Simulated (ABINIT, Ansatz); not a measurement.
# TiO2 (Anatase): one start, several treatments of the self-energy

Wanted: the gap of TiO2 (Anatase) under several approximations, with cost.

Main program and level: ABINIT 10.8.3; PBE and many-body steps on it, plane waves.

**The experiments to reproduce.**

- Gap 3.2 eV: optical gap from Tauc plot; UV-visible absorption, Tauc plot; powder (multilayered microparticles from annealing Ti3C2Tx MXene in air at 550 C) (“Band Engineering versus Catalysis: Enhancing the Self-Propulsion of Light-Powered MXene-Derived Metal–TiO2 Micromotors To Degrade Polymer Chains”, 2023, pmc:10788834).

- Gap 3.22 eV: indirect optical gap from Tauc plot; UV-visible absorption, Tauc plot; film (“Electronic Structure Modulation from Configuring Anatase TiO2 into a Bicontinuous Mesostructure”, 2023, arxiv:2310.13306).

- Gap 3.18 ± 0.03 eV: direct optical gap from Kubelka-Munk plot; UV-Vis diffuse reflectance; 300 K; powder (“Effect of Ethylene Glycol: Citric Acid Molar Ratio and pH on the Morphology, Vibrational, Optical and Electronic Properties of TiO2 and CuO Powders Synthesized by Pechini Method”, 2022, pmc:9369947).

- Gap 3.98 eV: direct quasiparticle gap around Gamma; experiment quoted from earlier work; bulk crystal (anatase, value from earlier experiment) (quoted in “Giant exciton Mott density in anatase TiO2”, 2020, arxiv:2007.10051).

- Gap 3.17 eV: gap from valence band edge and flat band potential; valence-band XPS and Mott-Schottky plots; film (“Enhancement of Titania Photoanode Performance by Sandwiching Copper between Two Titania Layers”, 2020, pmc:7579609).

This is a selection; 13 further reports are not listed.

Most raw output is cut from this account.

## (1) The structure

Symmetry: I4_1/amd, No. 141, tetragonal system. Conventional cell: a = 3.784 Å, b = 3.784 Å, c = 9.515 Å, α = 90.00°, β = 90.00°, γ = 90.00°. Nearest to Ti lie 6 O at 1.93 to 1.98 Å. O has 3 Ti at 1.93 to 1.98 Å nearest. Farther neighbours and most contacts between anions are not listed.

The cell and positions come from the Crystallography Open Database and are kept as given unless a step says otherwise.

## (2) Empty states on the mesh, 4×4×4 mesh, 249 bands

This step: ABINIT 10.8.3; DFT, PBE, plane waves, norm-conserving pseudopotentials.

The sums over transitions need many empty states on a uniform mesh; this step solves for them.

File run.abi:

```
acell 3*1.0 Angstrom
rprim 
  -1.892100000000 1.892100000000 4.757300000000
  1.892100000000 -1.892100000000 4.757300000000
  1.892100000000 1.892100000000 -4.757300000000
ntypat 2
znucl 22 8
natom 6
typat 1 1 2 2 2 2
xred 
  0.000000000000 0.000000000000 0.000000000000
  0.750000000000 0.250000000000 0.500000000000
  0.208100000000 0.208100000000 0.000000000000
  0.958100000000 0.458100000000 0.500000000000
  0.541900000000 0.041900000000 0.500000000000
  0.791900000000 0.791900000000 0.000000000000
pp_dirpath "pseudos"
pseudos "Ti.upf, O.upf"
ecut 38
ngkpt 4 4 4
nshiftk 1
shiftk 0 0 0
kptopt 1
chksymbreak 0
iscf -2
irdden 1
istwfk *1
nband 249
nbdbuf 22
tolwfr 1e-09
nstep 60
prtvol 0
indata_prefix "in"
outdata_prefix "out"
tmpdata_prefix "tmp"
```

Started as:

```bash
$ OMP_NUM_THREADS=1 mpirun -n 4 abinit run.abi > log
```

It took 3.6 min on 4 MPI ranks of Arm Neoverse V2, shared host; peak memory 0.63 GiB; 14 min of CPU time.

This step gave:

```yaml
gap: 2.189 eV
k_of_the_valence_top: 0.5, 0.5, 0
k_of_the_conduction_bottom: 0, 0, 0
least_direct_gap: 2.492 eV
k_points_computed: 13
lowest_point_of_the_top_converged_band_above_the_valence_top: 109.4788 eV
```

On this mesh the gap is 2.189 eV.

The density comes from a self-consistent run that is not shown.

## (3) Screening, 4×4×4 mesh, 106 bands, screening to 141.5 eV

The RPA dielectric matrix is built and inverted for each q.

This step: RPA screening on PBE, plane waves, norm-conserving pseudopotentials.

run.abi: that of step 2 with these lines changed.

```diff
@@ -24,10 +24,11 @@
 chksymbreak 0
-iscf -2
-irdden 1
 istwfk *1
-nband 249
-nbdbuf 22
-tolwfr 1e-09
-nstep 60
-prtvol 0
+occopt 1
+irdwfk 1
+optdriver 3
+nband 106
+ecuteps 5.2
+inclvkb 2
+awtr 1
+symchi 1
 indata_prefix "in"
```

Run time: 17 min. Hardware: 4 MPI ranks; peak memory 14 GiB.

This step gave:

```
ε∞ with local fields, on this mesh, along the program's q direction : 6.665
the same without local fields                                       : 7.037
plasma frequency                                                    : 31.17 eV
plane waves in the screening matrix                                 : 269
```

Local fields lower ε∞ by 5 %.

## (4) G0W0, Godby-Needs plasmon pole

The self-energy is evaluated for the states that the input lists, and the levels follow from it, in one-shot runs by the linearised quasiparticle equation.

This step: G0W0 on PBE, plane waves, norm-conserving pseudopotentials.

run.abi: that of step 3 with these lines changed.

```diff
@@ -27,8 +27,19 @@
 irdwfk 1
-optdriver 3
+optdriver 4
 nband 106
+gwcalctyp 0
+ecutsigx 38
+symsigma 1
+nkptgw 3
+kptgw 
+  0.5000000000 0.5000000000 0.0000000000
+  0.0000000000 0.0000000000 0.0000000000
+  -0.2500000000 -0.2500000000 0.2500000000
+bdgw 
+  23 26
+  23 26
+  23 26
 ecuteps 5.2
-inclvkb 2
-awtr 1
-symchi 1
+irdscr 1
+ppmodel 1
 indata_prefix "in"
```

The job ended after 42 s (4 MPI ranks; peak memory 9.2 GiB; 2.8 min of CPU time).

This step gave:

| Quantity | Value |
| --- | --- |
| G0W0 gap on the points computed | 3.714 eV |
| starting gap on the mesh | 2.189 eV |
| k of the valence top | 0.5, 0.5, 0 |
| k of the conduction bottom | 0, 0, 0 |
| Z at the valence top | 0.763 |
| Z at the conduction bottom | 0.786 |
| least direct G0W0 gap on the computed points | 4.057 eV |

The gap on the mesh goes from 2.19 eV to 3.71 eV, a correction of +1.53 eV.

## (5) G0W0, Hybertsen-Louie plasmon pole

run.abi: that of step 4 with these lines changed.

```diff
@@ -43,3 +43,3 @@
 irdscr 1
-ppmodel 1
+ppmodel 2
 indata_prefix "in"
@@ -47 +47,2 @@
 tmpdata_prefix "tmp"
+gwmem 00
```

Run time: 45 s. Hardware: 4 MPI ranks; peak memory 1.1 GiB.

This step gave:

- G0W0 gap on the points computed: 4.371 eV
- starting gap on the mesh: 2.189 eV
- k of the valence top: 0.5, 0.5, 0
- k of the conduction bottom: 0, 0, 0
- Z at the valence top: 0.836
- Z at the conduction bottom: 0.855
- least direct G0W0 gap on the computed points: 4.723 eV

Against G0W0 in ABINIT (4×4×4 mesh, 106 bands, screening to 141.5 eV, Godby-Needs plasmon pole), the gap moves by +0.657 eV.

## (6) G0W0, von der Linden-Horsch plasmon pole

run.abi: that of step 5 with these lines changed.

```diff
@@ -43,3 +43,3 @@
 irdscr 1
-ppmodel 2
+ppmodel 3
 indata_prefix "in"
```

Run time: 39 s. Hardware: 4 MPI ranks; peak memory 1.1 GiB.

Numbers from this step:

| Item | Value |
| --- | --- |
| G0W0 gap on the points computed | 3.857 eV |
| starting gap on the mesh | 2.189 eV |
| k of the valence top | 0.5, 0.5, 0 |
| k of the conduction bottom | 0, 0, 0 |
| least direct G0W0 gap on the computed points | 4.212 eV |

Against G0W0 in ABINIT (4×4×4 mesh, 106 bands, screening to 141.5 eV, Godby-Needs plasmon pole), the gap moves by +0.143 eV.

## (7) One-shot Hartree-Fock

This step: one-shot Hartree-Fock on PBE, plane waves, norm-conserving pseudopotentials.

run.abi: that of step 6 with these lines changed.

```diff
@@ -28,4 +28,4 @@
 optdriver 4
-nband 106
-gwcalctyp 0
+nband 28
+gwcalctyp 5
 ecutsigx 38
@@ -41,5 +41,4 @@
   23 26
-ecuteps 5.2
-irdscr 1
-ppmodel 3
+ixc_sigma 40
+fftgw 31
 indata_prefix "in"
```

It took 8.8 s on 4 MPI ranks; peak memory 0.97 GiB.

This step gave:

* quasiparticle gap on the points computed: 14.44 eV
* starting gap on the mesh: 2.189 eV
* k of the valence top: 0.5, 0.5, 0
* k of the conduction bottom: 0, 0, 0
* least direct quasiparticle gap on the computed points: 14.81 eV

Against G0W0 in ABINIT (4×4×4 mesh, 106 bands, screening to 141.5 eV, Godby-Needs plasmon pole), the gap moves by +10.727 eV.

## (8) Screening, 4×4×4 mesh, 106 bands, screening to 141.5 eV

This step: RPA screening on PBE, plane waves, norm-conserving pseudopotentials.

run.abi: that of step 7 with these lines changed.

```diff
@@ -27,18 +27,14 @@
 irdwfk 1
-optdriver 4
-nband 28
-gwcalctyp 5
-ecutsigx 38
-symsigma 1
-nkptgw 3
-kptgw 
-  0.5000000000 0.5000000000 0.0000000000
-  0.0000000000 0.0000000000 0.0000000000
-  -0.2500000000 -0.2500000000 0.2500000000
-bdgw 
-  23 26
-  23 26
-  23 26
-ixc_sigma 40
-fftgw 31
+optdriver 3
+nband 106
+ecuteps 5.2
+inclvkb 2
+awtr 1
+symchi 1
+gwcalctyp 2
+nfreqre 16
+freqremax 40 eV
+nfreqim 8
+spmeth 1
+nomegasf 120
 indata_prefix "in"
@@ -46,2 +42,2 @@
 tmpdata_prefix "tmp"
-gwmem 00
+gwmem 10
```

It took 26 min on 4 MPI ranks; peak memory 1.6 GiB.

This step gave:

- ε∞ with local fields, on this mesh, along the program's q direction: 6.752
- the same without local fields: 7.129
- plasma frequency: 31.17 eV
- plane waves in the screening matrix: 269

## (9) G0W0, contour deformation

This step: G0W0 on PBE, plane waves, norm-conserving pseudopotentials.

run.abi: that of step 8 with these lines changed.

```diff
@@ -27,14 +27,18 @@
 irdwfk 1
-optdriver 3
+optdriver 4
 nband 106
+gwcalctyp 2
+ecutsigx 38
+symsigma 1
+nkptgw 3
+kptgw 
+  0.5000000000 0.5000000000 0.0000000000
+  0.0000000000 0.0000000000 0.0000000000
+  -0.2500000000 -0.2500000000 0.2500000000
+bdgw 
+  23 26
+  23 26
+  23 26
 ecuteps 5.2
-inclvkb 2
-awtr 1
-symchi 1
-gwcalctyp 2
-nfreqre 16
-freqremax 40 eV
-nfreqim 8
-spmeth 1
-nomegasf 120
+irdscr 1
 indata_prefix "in"
@@ -42,2 +46,2 @@
 tmpdata_prefix "tmp"
-gwmem 10
+gwmem 00
```

Elapsed: 40 s, on 4 MPI ranks; peak memory 1.2 GiB.

Numbers from this step:

* G0W0 gap on the points computed: 3.730 eV
* starting gap on the mesh: 2.189 eV
* k of the valence top: 0.5, 0.5, 0
* k of the conduction bottom: 0, 0, 0
* least direct G0W0 gap on the computed points: 4.063 eV

Against G0W0 in ABINIT (4×4×4 mesh, 106 bands, screening to 141.5 eV, Godby-Needs plasmon pole), the gap moves by +0.016 eV.

## (10) Side by side

Times are wall times on 4 MPI ranks of Arm Neoverse V2, shared host, good to a factor of about two. A run's time includes the screening step that it read.

| run | mesh | bands | screening cutoff (eV) | DFT gap (eV) | gap on the mesh (eV) | direct (eV) | ε∞ used | time |
| --- | --- | --- | --- | --- | --- | --- | --- | --- |
| G0W0, Godby-Needs plasmon pole | 4×4×4 | 106 | 141.5 | 2.189 | 3.714 | 4.057 | 6.67 | 17 min |
| G0W0, Hybertsen-Louie plasmon pole | 4×4×4 | 106 | 141.5 | 2.189 | 4.371 | 4.723 | 6.67 | 17 min |
| G0W0, von der Linden-Horsch plasmon pole | 4×4×4 | 106 | 141.5 | 2.189 | 3.857 | 4.212 | 6.67 | 17 min |
| one-shot Hartree-Fock | 4×4×4 | - | - | 2.189 | 14.441 | 14.812 | - | 8.8 s |
| G0W0, contour deformation | 4×4×4 | 106 | 141.5 | 2.189 | 3.730 | 4.063 | 6.75 | 27 min |

## (11) Summary of results

| Property | Result |
| --- | --- |
| G0W0, Godby-Needs plasmon pole | 3.714 eV |
| G0W0, Hybertsen-Louie plasmon pole | 4.371 eV |
| G0W0, von der Linden-Horsch plasmon pole | 3.857 eV |
| one-shot Hartree-Fock | 14.441 eV |
| G0W0, contour deformation | 3.730 eV |
| known limits | not at the basis limit |

In words: G0W0, Hybertsen-Louie plasmon pole: +0.657 eV against G0W0, Godby-Needs plasmon pole. G0W0, von der Linden-Horsch plasmon pole: +0.143 eV against G0W0, Godby-Needs plasmon pole. One-shot Hartree-Fock: +10.727 eV against G0W0, Godby-Needs plasmon pole. G0W0, contour deformation: +0.016 eV against G0W0, Godby-Needs plasmon pole. Bare exchange alone opens the gap to 14.44 eV; against G0W0, correlation takes back 10.73 eV. Against experiment, by G0W0, Godby-Needs plasmon pole: the gap of 3.71 eV lies +0.51 eV from the measured 3.2 eV (optical, 2023); the gap of 3.71 eV lies +0.49 eV from the measured 3.22 eV (indirect, 2023); the direct gap of 4.06 eV lies +0.88 eV from the measured 3.18 ± 0.03 eV (direct, 300 K, 2022); the direct gap of 4.06 eV lies +0.08 eV from the measured 3.98 eV (electronic, quoted 2020); the gap of 3.71 eV lies +0.54 eV from the measured 3.17 eV (kind not stated, 2020). An exciton line or allowed optical edge lies below the quasiparticle gap by the binding energy; a forbidden edge can push the onset above it. These are gaps on the mesh, at modest bands and cutoff. The calculation has static nuclei and no excitons; a measured gap holds zero-point and thermal motion, which mostly lowers it. Bands and cutoff are finite, so the gap is not at the basis limit. The miss can reach some tenths of an eV and take either sign; the mesh is an error of its own. In the G0W0 runs levels were corrected at 3 k points alone, so a gap called «on the mesh» is the least over those, and an edge elsewhere would be missed.

[Paths, hosts, dates, memory and timing lines, banners, echoed tables and standing remarks are left out of the program output.]

[Logs are printed without paths, hosts, clocks, repeated set-up lines and the standing remarks that a program may print on its own settings, such as how far it seeks lower states.]

[Runs of the session that timed out or met a known fault of the program may be left out.]

[Hosts, paths, dates, database ids (printed as entryN), source tags and the programs' standing remarks are cut or masked in the printed files.]

[G0W0 gaps are taken among the corrected bands and points alone; a level outside them can change the order at an edge.]

[Where Ansatz stands beside ABINIT at settings called matched, ABINIT's density can come from a denser mesh and the files from another edition; pairs whose starting gaps differed by over 0.03 eV were left out, so agreement reads better than it is.]
